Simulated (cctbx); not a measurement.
## Accept or mend?

Cell a = 10.3990 Å, b = 10.3990 Å, c = 10.3990 Å, α = 90.00°, β = 90.00°, γ = 90.00°; space group P4_332 (no. 212).

Simulated single-crystal data (cctbx): Mo Kα, λ = 0.71073 Å, to d = 0.65 Å, 80 % of the full sphere, strongest reflection 20000 counts, noise from counting, a 1.5 % proportional error and a noise floor of 15 counts (s.d.); no absorption.

An anisotropic refinement with weights 1/σ² prints:

```text
Rint 0.087, 722 unique reflections to 0.65 A
cycle     R1     wR2    GooF  max shift (A)
   1  0.1837  0.3328  12.127   0.00818
   2  0.1117  0.2334   8.506   0.00000
final R1 0.1117 wR2 0.2334 GooF 8.506  parameters 22  data/parameter 32.8
atom        x        y        z      Ueq    occ   su(xyz)  su(Uiso or U11)
Mn1    0.87500  0.87468  0.62468   0.0054  1.000  0.00039  0.0018
S1     0.75208  0.74792  0.25208  -0.0050  1.000  0.00037  0.0005  NPD
V1     0.86012  0.86012  0.86012   0.0250  1.000  0.00062  0.0021
S2     0.87525  0.89059  0.39658   0.0075  1.000  0.00051  0.0017
Li1    0.87500  0.37500  0.12500   0.0209  1.000  0.00000  0.0259
difference map: max 9.30 min -5.51 rms 0.81
Q1    0.0143  0.0143  0.0143    8    9.38  0.22 A from S1
Q2    0.1083  0.1417  0.6250   12    2.41  0.25 A from Mn1
Q3    0.0775  0.1368  0.4142   24    1.91  0.39 A from S2
Q4    0.1104  0.6104  0.8896    8    1.72  0.01 A from V1
Q5    0.0765  0.8702  0.1110   24    1.56  0.75 A from S2
Q6    0.0270  0.6385  0.9286   24    1.31  1.00 A from V1
```

Q: Accept it or mend it, and why?

Mend it. The fault: elements exchanged: V1 is S and S1 is V. Against the right model at the same level, R1 goes from 0.0241 to 0.1117 and GooF from 0.96 to 8.51, U of S1 shrinks from 0.0076 to -0.0050 Å², U of V1 swells from 0.0078 to 0.0250 Å², the top difference peak, 9.4 e/Å³, lies on S1 and S1 goes non-positive-definite. V1 has 7 electrons too many and its U swells to shed them, as expected; S1 has 7 electrons too few and its U shrinks to make up, as expected.

The compound is LiMn3V2S8. The right model at the same level gives:

```text
Rint 0.087, 722 unique reflections to 0.65 A
cycle     R1     wR2    GooF  max shift (A)
   1  0.0244  0.0266   0.968   0.00109
   2  0.0241  0.0263   0.960   0.00000
final R1 0.0241 wR2 0.0263 GooF 0.960  parameters 22  data/parameter 32.8
atom        x        y        z      Ueq    occ   su(xyz)  su(Uiso or U11)
Mn1    0.87500  0.87476  0.62476   0.0062  1.000  0.00004  0.0002
V1     0.75210  0.74790  0.25210   0.0076  1.000  0.00004  0.0001
S1     0.86014  0.86014  0.86014   0.0078  1.000  0.00007  0.0002
S2     0.87488  0.89070  0.39728   0.0087  1.000  0.00006  0.0002
Li1    0.87500  0.37500  0.12500   0.0137  1.000  0.00000  0.0025
Flack x: 0.20(10)
Hooft y: 0.197(109)  Bijvoet pairs: 247
difference map: max 0.79 min -0.82 rms 0.22
Q1    0.0530  0.0530  0.0530    8    0.83  0.92 A from V1
Q2    0.1044  0.8544  0.8750   12    0.83  2.29 A from V1
Q3    0.0167  0.5780  0.3853   24    0.81  1.42 A from S2
Q4    0.0078  0.1442  0.1676   24    0.76  1.57 A from S2
Q5    0.0185  0.9815  0.4815    8    0.74  1.92 A from Li1
Q6    0.0155  0.7150  0.2261   24    0.74  1.81 A from Mn1
```

The model is made up (kin elements in a known structure type, no relaxation), so it says nothing on whether the phase exists.

[Middle refinement cycles are left out of these outputs.]

[Logs are printed without paths, hosts, clocks, repeated set-up lines and the standing remarks that a program may print on its own settings, such as how far it seeks lower states.]
